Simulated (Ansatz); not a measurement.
# A thicker film of CaO (110) from five thinner ones

In a field along its normal an insulating film takes a dipole p. Written as a length, p/(ε₀AE), it should grow by 1 − 1/ε for each ångström added.

How it was computed: Ansatz 0.2.0, plane waves with PAW datasets (its set soft_2), PBE; rocksalt films relaxed at a bulk in-plane lattice constant near the measured one, then held in weak fields of both signs with a dipole correction (A is the cell's area, E the outer field).

```
     run  distance between the outer atoms (Å)  p/(ε₀AE) (Å)
 5 units                                 6.624         7.488
 6 units                                 8.338         8.665
 8 units                                11.762        11.205
 9 units                                13.472        12.472
12 units                                18.609        16.253
16 units                                25.457             ?
```

**Question.** What value belongs in the row marked “?”, and how far can the other rows tell?

A least-squares line through the 5 rows shown has slope 0.7338 and intercept 2.5864; no row lies more than 0.041 Å off it. That slope means ε = 1/(1 − 0.7338) = 3.76. At 25.457 it gives 0.7338 × 25.457 + 2.5864 = 21.267 Å, beyond the rows fitted. Rounding and scatter of the rows alone allow about ±0.093 Å there.

The run itself gives 21.296 Å: a miss of +0.029 Å, or 0.1 % of the value. The length is met to within 1 %, though ε is more sensitive than the length: the two thickest films give ε = 3.79.

Caveats: This is the electronic response alone. A unit is one step of the cut along the normal (a plane, a pair of planes or a cell), and the layers relax along it, away from their bulk spacing where the functional's lattice constant differs from the one held.

[Logs are printed without paths, hosts, clocks, repeated set-up lines and the standing remarks that a program may print on its own settings, such as how far it seeks lower states.]
